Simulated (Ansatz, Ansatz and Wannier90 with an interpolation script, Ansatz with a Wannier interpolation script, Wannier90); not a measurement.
Planning a run of Ansatz 0.2.0 on ZnSe (Stilleite). The input:

```yaml
crystal:
  lattice:
    - [0.0, 2.890476, 2.890476]
    - [2.890476, 0.0, 2.890476]
    - [2.890476, 2.890476, 0.0]
  atoms:
    - { symbol: Zn, position: [0.0, 0.0, 0.0] }
    - { symbol: Se, position: [0.75, 0.75, 0.75] }
kpoints:
  mp_grid: { grid: [6, 6, 6] }
hamiltonian:
  xc: lda
scf:
  occupations: { method: fixed }
gw:
  n_empty_bands: 221
  ecut_chi: 160.0
  qp_bands: [v3, c1]
  screening: { model: contour_deformation }
```

```sh
ansatz run input.yaml --threads 14 --pin off --max-ram 73728MiB --backend cpu --events-out ev --progress --plain --runs-dir out
```

**Question.** Estimate wall time and host memory on 14 threads of Arm Neoverse V2, shared host.

It took 75 s; on shared hardware allow 38 s to 2.5 min. Peak host memory was 2.1 GiB. The sizes that set the cost: 941 plane waves a state, 16 irreducible k points, 235 bands summed, 229 plane waves in the screening and 6 SCF cycles.

The screening grows as filled bands × empty bands × pairs of k points, times the square of the screening basis for the matrix.

[Paths, hosts, dates, memory and timing lines, banners, echoed tables and standing remarks are left out of the program output.]

[Logs are printed without paths, hosts, clocks, repeated set-up lines and the standing remarks that a program may print on its own settings, such as how far it seeks lower states.]

[Runs of the session that timed out or met a known fault of the program may be left out.]

[Hosts, paths, dates, database ids (printed as entryN), source tags and the programs' standing remarks are cut or masked in the printed files.]
